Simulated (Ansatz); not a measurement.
# SnOs (hypothetical, Pm-3m): a volume series of phonon spectra, part 4 of 5

Aim: how the vibrations of SnOs (hypothetical) shift with volume, and the expansion that follows. The crystal structure is hypothetical: it was made by swapping elements on a known structure type.

Ansatz 0.2.0; DFT PBE, scalar-relativistic, plane waves, PAW.

So far, highest frequency (cm⁻¹): step 7 (phonons, V/V0 1) 230.

**11. A cell at another volume, V/V0 0.985**

Symmetry fixes every atom, so a single point at the scaled cell gives the energy and pressure of this member.

The cell differs from the one that the last finished run ended in (a 3.270 → 3.238 Å, b 3.270 → 3.238 Å, c 3.270 → 3.238 Å).

Input file input.yaml:

```yaml
crystal:
  lattice:
    - [3.2377252415, 0.0, 0.0]
    - [0.0, 3.2377252415, 0.0]
    - [0.0, 0.0, 3.2377252415]
  atoms:
    - { symbol: Sn, position: [0.5, 0.5, 0.5] }
    - { symbol: Os, position: [0.0, 0.0, 0.0] }
kpoints:
  mp_grid: { grid: [16, 16, 16] }
hamiltonian:
  xc: pbe
scf:
  occupations: { method: methfessel_paxton, width: 0.15 }
output:
  forces: true
  stress: true
  eigenvalues: true
```

The run is started by

```
$ ansatz run input.yaml --threads 4 --pin off --max-ram 8192MiB --backend cpu --events-out ev --progress --plain --runs-dir out
```

Numbers of over 12 decimals in the logs are rounded to 6 here.

The program printed:

```text
[...]
Crystal: 2 atoms, lattice volume = 33.941 Å³
Basis set: ecut = 420 eV, 691 PW (Γ), exchange–correlation on 48×48×48 points (8 copies of the dense FFT grid, shifted against one another)
Bands: 19, of which v1, the nominal top of the filled ones, is band 15 counted from 1 (14 counted from 0)
Symmetry: 48 space group operations
[...]
k-points: 165 of 4096
[...]
--- Band table (eV; the first three rows and the last of 165) ---
  k-point 0: bands = [... 11 lower, 16.1152, 19.3687, 19.3687, 19.3687, 22.3243, 22.3243, 22.3243, 26.9343]
  k-point 1: bands = [... 11 lower, 16.1251, 19.2000, 19.2000, 19.3671, 21.9343, 22.5646, 22.5646, 27.2921]
  k-point 2: bands = [... 11 lower, 16.1537, 18.8115, 18.8115, 19.3627, 21.1296, 23.1677, 23.1677, 27.9446]
  k-point 164: bands = [... 11 lower, 14.0730, 16.5100, 20.6575, 20.6575, 22.6242, 22.6242, 22.6242, 24.1449]
[key lines of the parts left out:]
SCF converged after 6 iterations
Free energy (F): -17407.855141 eV
Fermi energy:    20.079175 eV
P = ⅓ Tr σ = 3.0540 GPa (30.540 kbar)
```

It took 1.2 s on 4 threads of Arm Neoverse V2, shared host; peak memory 0.39 GiB.

The run ends at a pressure of 3.05 GPa.

**12. Phonons, V/V0 0.985**

Phonons at this volume give one point of F(V, T); meshes stay fixed along the series.

input.yaml, the sections that differ from step 11:

```yaml
output:
  eigenvalues: true
phonons:
  method: dfpt
  qmesh: [4, 4, 4]
  temperatures: { t_max: 1000, t_step: 50 }
  qpath:
    path:
      - [[0.0, 0.0, 0.0], [0.0, 0.5, 0.0], [0.5, 0.5, 0.0], [0.0, 0.0, 0.0], [0.5, 0.5, 0.5], [0.0, 0.5, 0.0]]
      - [[0.5, 0.5, 0.5], [0.5, 0.5, 0.0]]
    npoints: 10
# crystal, kpoints, hamiltonian, scf: as in step 11
```

The program printed:

```text
[...]
Crystal: 2 atoms, lattice volume = 33.941 Å³
Basis set: ecut = 420 eV, 691 PW (Γ), exchange–correlation on 48×48×48 points (8 copies of the dense FFT grid, shifted against one another)
Bands: 19, of which v1, the nominal top of the filled ones, is band 15 counted from 1 (14 counted from 0)
Symmetry: 48 space group operations
k-points: 165 of 4096
[...]
k-point 164: bands = [... 11 lower, 14.0730, 16.5100, 20.6575, 20.6575, 22.6242, 22.6242, 22.6242, 24.1449]
[...]
ASR residual: 4.998e-5 → 0.000e0 eV/Å²; symmetrization residual: 3.491e-5 eV/Å²
  ASR residual per site (eV/Å²): 4.57e-5 5.00e-5
  Γ frequencies (cm⁻¹): 0.00 0.00 0.00 149.62 149.62 149.62
--- Phonons (arbitrary-q DFPT): 10 irreducible q on the 4×4×4 mesh ---
[...]
interpolated dispersion: 62 rows × 6 modes
[...]
[key lines of the parts left out:]
SCF converged after 8 iterations
Free energy (F): -17407.855141 eV
Fermi energy:    20.079176 eV
```

Elapsed: 7.9 min, on 4 threads; peak memory 3.6 GiB.

No mode is imaginary beyond numerical noise at the solved wavevectors. The highest zone-centre mode (no LO–TO term) moved by +4.6 % for a volume change of -1.5 %.

**13. A cell at another volume, V/V0 1.03**

Symmetry fixes every atom, so a single point at the scaled cell gives the energy and pressure of this member.

The cell differs from the one that the last finished run ended in (a 3.238 → 3.286 Å, b 3.238 → 3.286 Å, c 3.238 → 3.286 Å).

input.yaml, the sections that differ from step 12:

```yaml
crystal:
  lattice:
    - [3.2862983528, 0.0, 0.0]
    - [0.0, 3.2862983528, 0.0]
    - [0.0, 0.0, 3.2862983528]
  atoms:
    - { symbol: Sn, position: [0.5, 0.5, 0.5] }
    - { symbol: Os, position: [0.0, 0.0, 0.0] }
output:
  forces: true
  stress: true
  eigenvalues: true
# kpoints, hamiltonian, scf: as in step 12
# phonons: removed
```

The program printed:

```text
[...]
Crystal: 2 atoms, lattice volume = 35.491 Å³
Basis set: ecut = 420 eV, 739 PW (Γ), exchange–correlation on 48×48×48 points (8 copies of the dense FFT grid, shifted against one another)
Bands: 19, of which v1, the nominal top of the filled ones, is band 15 counted from 1 (14 counted from 0)
Symmetry: 48 space group operations
[...]
k-points: 165 of 4096
[...]
--- Band table (eV; the first three rows and the last of 165) ---
  k-point 0: bands = [... 11 lower, 15.2915, 18.3273, 18.3273, 18.3273, 21.2072, 21.2072, 21.2072, 25.2937]
  k-point 1: bands = [... 11 lower, 15.3017, 18.1723, 18.1723, 18.3263, 20.8061, 21.4310, 21.4310, 25.6617]
  k-point 2: bands = [... 11 lower, 15.3310, 17.8127, 17.8127, 18.3237, 19.9984, 21.9978, 21.9978, 26.3319]
  k-point 164: bands = [... 11 lower, 13.3353, 15.3309, 19.5305, 19.5305, 21.5096, 21.5096, 21.5096, 22.8174]
[key lines of the parts left out:]
SCF converged after 6 iterations
Free energy (F): -17407.842189 eV
Fermi energy:    18.975664 eV
P = ⅓ Tr σ = -5.3604 GPa (-53.604 kbar)
```

The job ended after 1.3 s (4 threads; peak memory 0.39 GiB; 4.6 s of CPU time).

The run ends at a pressure of -5.36 GPa.

**14. Other settings for the ground state**

One run with other settings shows how much the ground state depends on them.

This step: DFT PBE, scalar-relativistic, plane waves, PAW; settings changed (Ansatz 0.2.0).

input.yaml, as its differences from that of step 13:

```diff
@@ -9,3 +9,3 @@
 kpoints:
-  mp_grid: { grid: [16, 16, 16] }
+  mp_grid: { grid: [11, 11, 11] }
 hamiltonian:
@@ -16,3 +16,3 @@
   forces: true
+  eigenvalues: true
   stress: true
-  eigenvalues: true
```

The program printed:

```text
[...]
Crystal: 2 atoms, lattice volume = 35.491 Å³
Basis set: ecut = 420 eV, 739 PW (Γ), exchange–correlation on 48×48×48 points (8 copies of the dense FFT grid, shifted against one another)
Bands: 19, of which v1, the nominal top of the filled ones, is band 15 counted from 1 (14 counted from 0)
Symmetry: 48 space group operations
[...]
k-points: 56 of 1331
[...]
SCF iter   1: F=—  HF=-17407.844817 eV  |F-HF|=—  |Δ(HF+E_count)|=         —  Δρ=6.05e-3  dr2=2.39e-2  ethr=1.77e-3  ⟨swp⟩=5.1  Hψ=4419  notcnv=0
[...]
SCF iter   6: F=-17407.839201 eV  HF=-17407.839201 eV  |F-HF|=4.37e-10  |Δ(HF+E_count)|=   1.19e-8  S|Δr|=    0.00e0  Δρ=2.79e-6  dr2=1.69e-9  ethr=1.28e-10  ⟨swp⟩=2.5  Hψ=3815  notcnv=0
SCF 1 converged in 6 iterations: F = -17407.839201 eV  dr2 = 1.69e-9
[...]
SCF converged after 6 iterations
[...]
Free energy (F): -17407.839201 eV
[...]
Internal energy: -17407.838817 eV  (E = F + TS)
E sigma→0 (E₀):  -17407.839105 eV
Entropy (-TS):   -0.000384 eV (-0.192 meV/atom)
Fermi energy:    18.981561 eV
[...]
--- Stress (GPa, compression-positive) ---
       -5.183707       0.000000      -0.000000
        0.000000      -5.183707       0.000000
        0.000000       0.000000      -5.183707
  P = ⅓ Tr σ = -5.1837 GPa (-51.837 kbar)
--- Band table (eV; the first three rows and the last of 56) ---
  k-point 0: bands = [... 11 lower, 15.2818, 18.3156, 18.3156, 18.3156, 21.2109, 21.2109, 21.2109, 25.2941]
  k-point 1: bands = [... 11 lower, 15.3030, 18.0133, 18.0133, 18.3136, 20.4552, 21.6590, 21.6590, 25.9691]
  k-point 2: bands = [... 11 lower, 15.3611, 17.4267, 17.4267, 18.3084, 19.3434, 22.6870, 22.6870, 26.7917]
  k-point 55: bands = [... 11 lower, 13.4055, 15.8919, 19.2352, 19.2352, 20.4016, 21.6904, 21.6904, 23.3641]
```

Run time: 0.57 s. Hardware: 4 threads; peak memory 0.33 GiB; 1.9 s of CPU time.

The run finished with changed settings (kpoints.mp_grid.grid = [11, 11, 11]); it serves as a test.

**15. Lattice dynamics at this volume, V/V0 1.03**

Phonons at this volume give one point of F(V, T); meshes stay fixed along the series.

This step: DFT PBE, scalar-relativistic, plane waves, PAW (Ansatz 0.2.0).

input.yaml, the sections that differ from step 14:

```yaml
kpoints:
  mp_grid: { grid: [16, 16, 16] }
output:
  eigenvalues: true
phonons:
  method: dfpt
  qmesh: [4, 4, 4]
  temperatures: { t_max: 1000, t_step: 50 }
  qpath:
    path:
      - [[0.0, 0.0, 0.0], [0.0, 0.5, 0.0], [0.5, 0.5, 0.0], [0.0, 0.0, 0.0], [0.5, 0.5, 0.5], [0.0, 0.5, 0.0]]
      - [[0.5, 0.5, 0.5], [0.5, 0.5, 0.0]]
    npoints: 10
# crystal, hamiltonian, scf: as in step 14
```

The program printed:

```text
[...]
Crystal: 2 atoms, lattice volume = 35.491 Å³
Basis set: ecut = 420 eV, 739 PW (Γ), exchange–correlation on 48×48×48 points (8 copies of the dense FFT grid, shifted against one another)
Bands: 19, of which v1, the nominal top of the filled ones, is band 15 counted from 1 (14 counted from 0)
Symmetry: 48 space group operations
k-points: 165 of 4096
[...]
k-point 164: bands = [... 11 lower, 13.3353, 15.3309, 19.5305, 19.5305, 21.5096, 21.5096, 21.5096, 22.8174]
[...]
ASR residual: 6.528e-5 → 0.000e0 eV/Å²; symmetrization residual: 2.430e-5 eV/Å²
  ASR residual per site (eV/Å²): 2.96e-5 6.53e-5
  Γ frequencies (cm⁻¹): 0.00 0.00 0.00 130.22 130.22 130.22
--- Phonons (arbitrary-q DFPT): 10 irreducible q on the 4×4×4 mesh ---
[...]
interpolated dispersion: 62 rows × 6 modes
[...]
[key lines of the parts left out:]
SCF converged after 8 iterations
Free energy (F): -17407.842189 eV
Fermi energy:    18.975651 eV
```

It took 8.2 min on 4 threads; peak memory 3.7 GiB.

No mode is imaginary beyond numerical noise at the solved wavevectors. The highest zone-centre mode (no LO–TO term) moved by -9.0 % for a volume change of +3.0 %.

**16. A cell at another volume, V/V0 0.97**

Symmetry fixes every atom, so a single point at the scaled cell gives the energy and pressure of this member.

The cell differs from the one that the last finished run ended in (a 3.286 → 3.221 Å, b 3.286 → 3.221 Å, c 3.286 → 3.221 Å).

input.yaml, the sections that differ from step 15:

```yaml
crystal:
  lattice:
    - [3.2212059477, 0.0, 0.0]
    - [0.0, 3.2212059477, 0.0]
    - [0.0, 0.0, 3.2212059477]
  atoms:
    - { symbol: Sn, position: [0.5, 0.5, 0.5] }
    - { symbol: Os, position: [0.0, 0.0, 0.0] }
output:
  forces: true
  stress: true
  eigenvalues: true
# kpoints, hamiltonian, scf: as in step 15
# phonons: removed
```

The program printed:

```text
[...]
Crystal: 2 atoms, lattice volume = 33.424 Å³
Basis set: ecut = 420 eV, 619 PW (Γ), exchange–correlation on 48×48×48 points (8 copies of the dense FFT grid, shifted against one another)
Bands: 19, of which v1, the nominal top of the filled ones, is band 15 counted from 1 (14 counted from 0)
Symmetry: 48 space group operations
[...]
k-points: 165 of 4096
[...]
--- Band table (eV; the first three rows and the last of 165) ---
  k-point 0: bands = [... 11 lower, 16.4063, 19.7374, 19.7374, 19.7374, 22.7203, 22.7203, 22.7203, 27.5149]
  k-point 1: bands = [... 11 lower, 16.4161, 19.5636, 19.5636, 19.7356, 22.3326, 22.9655, 22.9655, 27.8695]
  k-point 2: bands = [... 11 lower, 16.4444, 19.1648, 19.1648, 19.7304, 21.5286, 23.5815, 23.5815, 28.5151]
  k-point 164: bands = [... 11 lower, 14.3335, 16.9256, 21.0568, 21.0568, 23.0203, 23.0203, 23.0203, 24.6145]
[key lines of the parts left out:]
SCF converged after 6 iterations
Free energy (F): -17407.839986 eV
Fermi energy:    20.472066 eV
P = ⅓ Tr σ = 6.3888 GPa (63.888 kbar)
```

It took 1.1 s on 4 threads; peak memory 0.39 GiB.

The run ends at a pressure of 6.39 GPa.

**17. Phonons, V/V0 0.97**

Phonons at this volume give one point of F(V, T); meshes stay fixed along the series.

input.yaml, the sections that differ from step 16:

```yaml
output:
  eigenvalues: true
phonons:
  method: dfpt
  qmesh: [4, 4, 4]
  temperatures: { t_max: 1000, t_step: 50 }
  qpath:
    path:
      - [[0.0, 0.0, 0.0], [0.0, 0.5, 0.0], [0.5, 0.5, 0.0], [0.0, 0.0, 0.0], [0.5, 0.5, 0.5], [0.0, 0.5, 0.0]]
      - [[0.5, 0.5, 0.5], [0.5, 0.5, 0.0]]
    npoints: 10
# crystal, kpoints, hamiltonian, scf: as in step 16
```

The program printed:

```text
[...]
Crystal: 2 atoms, lattice volume = 33.424 Å³
Basis set: ecut = 420 eV, 619 PW (Γ), exchange–correlation on 48×48×48 points (8 copies of the dense FFT grid, shifted against one another)
Bands: 19, of which v1, the nominal top of the filled ones, is band 15 counted from 1 (14 counted from 0)
Symmetry: 48 space group operations
k-points: 165 of 4096
[...]
k-point 164: bands = [... 11 lower, 14.3335, 16.9256, 21.0568, 21.0568, 23.0203, 23.0203, 23.0203, 24.6145]
[...]
ASR residual: 6.801e-5 → 0.000e0 eV/Å²; symmetrization residual: 1.218e-5 eV/Å²
  ASR residual per site (eV/Å²): 9.27e-6 6.80e-5
  Γ frequencies (cm⁻¹): 0.00 0.00 0.00 156.21 156.21 156.21
--- Phonons (arbitrary-q DFPT): 10 irreducible q on the 4×4×4 mesh ---
[...]
interpolated dispersion: 62 rows × 6 modes
[...]
[key lines of the parts left out:]
SCF converged after 8 iterations
Free energy (F): -17407.839986 eV
Fermi energy:    20.472051 eV
```

Run time: 7.9 min. Hardware: 4 threads; peak memory 3.6 GiB; 31 min of CPU time.

No mode is imaginary beyond numerical noise at the solved wavevectors. The highest zone-centre mode (no LO–TO term) moved by +9.2 % for a volume change of -3.0 %.

**18. Single point at a scaled cell, V/V0 1.05**

Symmetry fixes every atom, so a single point at the scaled cell gives the energy and pressure of this member.

The cell differs from the one that the last finished run ended in (a 3.221 → 3.307 Å, b 3.221 → 3.307 Å, c 3.221 → 3.307 Å).

input.yaml, the sections that differ from step 17:

```yaml
crystal:
  lattice:
    - [3.3074326851, 0.0, 0.0]
    - [0.0, 3.3074326851, 0.0]
    - [0.0, 0.0, 3.3074326851]
  atoms:
    - { symbol: Sn, position: [0.5, 0.5, 0.5] }
    - { symbol: Os, position: [0.0, 0.0, 0.0] }
output:
  forces: true
  stress: true
  eigenvalues: true
# kpoints, hamiltonian, scf: as in step 17
# phonons: removed
```

The program printed:

```text
[...]
Crystal: 2 atoms, lattice volume = 36.180 Å³
Basis set: ecut = 420 eV, 739 PW (Γ), exchange–correlation on 48×48×48 points (8 copies of the dense FFT grid, shifted against one another)
Bands: 19, of which v1, the nominal top of the filled ones, is band 15 counted from 1 (14 counted from 0)
Symmetry: 48 space group operations
[...]
k-points: 165 of 4096
[...]
--- Band table (eV; the first three rows and the last of 165) ---
  k-point 0: bands = [... 11 lower, 14.9474, 17.8929, 17.8929, 17.8929, 20.7409, 20.7409, 20.7409, 24.6095]
  k-point 1: bands = [... 11 lower, 14.9576, 17.7435, 17.7435, 17.8922, 20.3343, 20.9580, 20.9580, 24.9825]
  k-point 2: bands = [... 11 lower, 14.9871, 17.3957, 17.3957, 17.8902, 19.5250, 21.5097, 21.5097, 25.6596]
  k-point 164: bands = [... 11 lower, 13.0268, 14.8373, 19.0607, 19.0607, 21.0470, 21.0470, 21.0470, 22.2637]
[key lines of the parts left out:]
SCF converged after 5 iterations
Free energy (F): -17407.812390 eV
Fermi energy:    18.516920 eV
P = ⅓ Tr σ = -8.4324 GPa (-84.324 kbar)
```

It took 1.1 s on 4 threads; peak memory 0.4 GiB.

The run ends at a pressure of -8.43 GPa.

[end of part 4 of 5]

[Logs are printed without paths, hosts, clocks, repeated set-up lines and the standing remarks that a program may print on its own settings, such as how far it seeks lower states.]

[Hosts, paths, dates, database ids (printed as entryN), source tags and the programs' standing remarks are cut or masked in the printed files.]

[A step with changed settings may run another functional than the one named; its input shows which.]


